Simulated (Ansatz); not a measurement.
# The perfect Cu wire along [110], 4 atoms a period, part 2 of 2

Wanted: the relaxed geometry and the bands of the Cu wire along [110], 4 atoms a period.

Ansatz 0.2.0; DFT PBE, plane waves, PAW; relaxation of a wire's period; PAW set soft_1 (the session's first sound run).

So far: The structure; Relaxation of atoms and period.

## (2) Relaxation of atoms and period (continued)

Relaxation path:

```
step  energy less that of the first step (eV)  largest force component (eV/Å)  pressure (GPa)  volume (Å³)
   1                                   0.0000                          0.7892           -1.75       250.77
   2                                  -0.1482                          0.4138           -0.88       246.07
   3                                  -0.1950                          0.1758            0.42       239.84
   4                                  -0.2009                          0.0251            0.13       240.87
   5                                  -0.2009                          0.0004            0.05       241.34
  6*                                  -0.1989                          0.0003            0.06       241.34
```

Relaxation steps marked * repeat the geometry before them on a plane-wave basis chosen anew for their cell, so energy and pressure can jump there.

Forces are held to the 8 operations that the run works with; a distortion that breaks them can't arise in this run.

```
cell as run  before  after  change
      c (Å)   2.567  2.470  -3.8 %
```

The atoms that moved most (Å, along periodic axes as changes of fractional coordinates times the final cell, across vacuum about the mean position):

```
atom      dx      dy     dz  length
 Cu1   0.164   0.000  0.000   0.164
 Cu2  -0.164   0.000  0.000   0.164
 Cu3   0.000  -0.040  0.000   0.040
 Cu4   0.000   0.040  0.000   0.040
```

Final coordinates:

```xyz
4
Lattice="10.4300 0.0000 0.0000 0.0000 9.3670 0.0000 0.0000 0.0000 2.4703" Properties=species:S:1:pos:R:3
Cu    3.5639    4.6834    0.0000
Cu    6.8661    4.6834    0.0000
Cu    5.2150    3.3601    1.2351
Cu    5.2150    6.0067    1.2351
```

This step gave:

```yaml
energy_at_zero_smearing: -26496.9516 eV
cell_length_along_the_wire: 2.470 Å
```

The cell's length comes to 2.470 Å with spin left out.

## (3) The wire at its relaxed period

This step: DFT PBE, plane waves, PAW; bands of a perfect wire; PAW set soft_1 (Ansatz 0.2.0).

At the relaxed period the bands are computed along the axis; those that cross an energy going forward count the channels that a perfect wire would open there.

Input file input.yaml:

```yaml
crystal:
  lattice:
    - [10.43, 0.0, 0.0]
    - [0.0, 9.367, 0.0]
    - [0.0, 0.0, 2.4702619896]
  atoms:
    - { symbol: Cu, position: [0.341695872, 0.499989197, 0.0] }
    - { symbol: Cu, position: [0.658304128, 0.499989197, 0.0] }
    - { symbol: Cu, position: [0.5, 0.358717877, 0.5] }
    - { symbol: Cu, position: [0.5, 0.641260517, 0.5] }
kpoints:
  mp_grid: { grid: [1, 1, 33] }
  band_path: { path: ["Γ", Z], npoints: 90 }
scf:
  occupations: { method: fermi_dirac, width: 0.05 }
hamiltonian:
  xc: pbe
  pseudopotentials: { kind: paw, azcp: { folder: soft_1 } }
output:
  dos: { e_range: [-5, 4] }
  write_potential: true
  write_density: true
  volumetric_format: npy
```

Started as:

```console
ansatz run input.yaml --threads 4 --pin off --max-ram 16384MiB --backend cpu --events-out ev --progress --plain --runs-dir out
```

Numbers of over 12 decimals in the logs are rounded to 6 here.

The program printed:

```text
[...]
Crystal: 4 atoms, lattice volume = 241.339 Å³
Basis set: ecut = 420 eV, 4685 PW (Γ)
Bands: 46, of which v1, the nominal top of the filled ones, is band 38 counted from 1 (37 counted from 0)
Symmetry: 8 space group operations
[...]
k-points: 17 of 33
[...]
SCF iter   1: F=—  HF=-26499.146081 eV  |F-HF|=—  |Δ(HF+E_count)|=         —  Δρ=8.44e-2  dr2=1.11e1  ethr=3.10e-3  ⟨swp⟩=7.7  Hψ=3390  notcnv=0  defer=1
[...]
SCF iter  10: F=-26496.955581 eV  HF=-26496.955581 eV  |F-HF|=3.19e-9  |Δ(HF+E_count)|=   2.79e-8  Δρ=1.47e-6  dr2=5.65e-9  ethr=1.32e-10  ⟨swp⟩=10.0  Hψ=2630  notcnv=0
SCF 1 converged in 10 iterations: F = -26496.955581 eV  dr2 = 5.65e-9
[...]
NSCF: frozen V_eff on 91 k-points
WARN: The output density's exchange-correlation potential varies sharply where the density is thin. Do not read a vacuum level from v_tot or v_xc, or from such a field of the output density. On a cell that repeats whose density bears no net charge and no dipole along the vacuum's axis use v_es (v_loc + v_h of the components); under efield.dipole_correction with no amplitude use v_es + v_field, which holds any externa [...]
SCF converged after 10 iterations
Free energy (F): -26496.955581 eV
[...]
Internal energy: -26496.946275 eV  (E = F + TS)
E sigma→0 (E₀):  -26496.950928 eV
Entropy (-TS):   -0.009306 eV (-2.327 meV/atom)
Fermi energy:    -0.245779 eV
[...]
--- Band table (eV; the first three rows and the last of 17) ---
  k-point 0: bands = [... 34 lower, -1.5838, -1.4818, -1.4804, -1.4284, -1.4260, 0.2660, 0.7371, 0.9466, ... 4 higher]
  k-point 1: bands = [... 34 lower, -1.5926, -1.5011, -1.4888, -1.4541, -1.4001, 0.2960, 0.7872, 0.9788, ... 4 higher]
  k-point 2: bands = [... 34 lower, -1.6164, -1.5534, -1.5221, -1.5118, -1.3283, 0.3819, 0.9300, 1.0746, ... 4 higher]
  k-point 16: bands = [... 34 lower, -1.4942, -1.4515, 0.5052, 1.2001, 2.0422, 2.7658, 4.9758, 5.3200, ... 4 higher]
```

Wall time 8.2 s (4 threads of Arm Neoverse V2, shared host); peak memory 0.77 GiB.

This step gave:

* energy at zero smearing: -26496.9509 eV
* band gap: 0 eV

Electronic bands along the path, in eV, zero at the Fermi level:

```
  point  band 36  band 37  band 38  band 39  band 40  band 41  band 42  band 43
      Γ    -1.24    -1.23    -1.18    -1.18     0.51     0.98     1.19     3.37
halfway    -1.46    -1.39    -0.48     0.00     2.02     3.09     3.33     5.34
      Z    -1.20     1.00     1.19     2.33     3.06     5.17     5.51     6.20
```

Between Γ and Z the bands cross the Fermi level 3 times, so a perfect wire would conduct at least 3 G₀, with spin left out.

## (4) Summary of results

- cell length, PBE: 2.470 Å
- ballistic conductance by band crossings, a lower bound, PBE: 3 G₀

**Reading.** Under PBE the cell's length is 2.47 Å, and the bands cross the Fermi level 3 times between Γ and Z, which gives a perfect wire at least 3 G₀ (opposite crossings within one step of the path cancel in such a count).

[Logs are printed without paths, hosts, clocks, repeated set-up lines and the standing remarks that a program may print on its own settings, such as how far it seeks lower states.]

[Hosts, paths, dates, database ids (printed as entryN), source tags and the programs' standing remarks are cut or masked in the printed files.]
